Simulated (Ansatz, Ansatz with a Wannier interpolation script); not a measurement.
Planning a run of Ansatz 0.2.0 on ThS2 (Pnma). The input:

```yaml
crystal:
  lattice:
    - [7.263, 0.0, 0.0]
    - [0.0, 4.267, 0.0]
    - [0.0, 0.0, 8.617]
  atoms:
    - { symbol: Th, position: [0.75, 0.75, 0.125] }
    - { symbol: Th, position: [0.25, 0.25, 0.875] }
    - { symbol: Th, position: [0.75, 0.25, 0.625] }
    - { symbol: Th, position: [0.25, 0.75, 0.375] }
    - { symbol: S, position: [0.15, 0.75, 0.068] }
    - { symbol: S, position: [0.85, 0.25, 0.932] }
    - { symbol: S, position: [0.35, 0.25, 0.568] }
    - { symbol: S, position: [0.65, 0.75, 0.432] }
    - { symbol: S, position: [0.535, 0.75, 0.82] }
    - { symbol: S, position: [0.465, 0.25, 0.18] }
    - { symbol: S, position: [0.965, 0.25, 0.32] }
    - { symbol: S, position: [0.035, 0.75, 0.68] }
kpoints:
  mp_grid: { grid: [2, 4, 2] }
hamiltonian:
  xc: lda
scf:
  occupations: { method: fixed }
  n_extra_bands: 142
output:
  wannier:
    kmesh: [2, 4, 2]
    projections: [{ species: S, l: p, shell: 3 }, { species: Th, l: f, shell: 5 }]
    minimise: true
    write_hr: true
    seedname: w
    conv_tol: 1.0e-07
    max_iter: 4000
    disentanglement:
      window: [5.59, 16.65]
      frozen_window: [5.59, 13.65]
      conv_tol: 1.0e-08
```

```sh
ansatz run input.yaml --threads 16 --pin off --max-ram 27648MiB --backend cpu --events-out ev --progress --plain --runs-dir out
```

Q: Estimate wall time and host memory on 16 threads of Arm Neoverse V1, shared host.

It took 24 s; on shared hardware allow 12 s to 49 s. Peak host memory was 3.6 GiB.

[Paths, hosts, dates, memory and timing lines, banners, echoed tables and standing remarks are left out of the program output.]

[Logs are printed without paths, hosts, clocks, repeated set-up lines and the standing remarks that a program may print on its own settings, such as how far it seeks lower states.]

[Runs of the session that timed out or met a known fault of the program may be left out.]

[Hosts, paths, dates, database ids (printed as entryN), source tags and the programs' standing remarks are cut or masked in the printed files.]
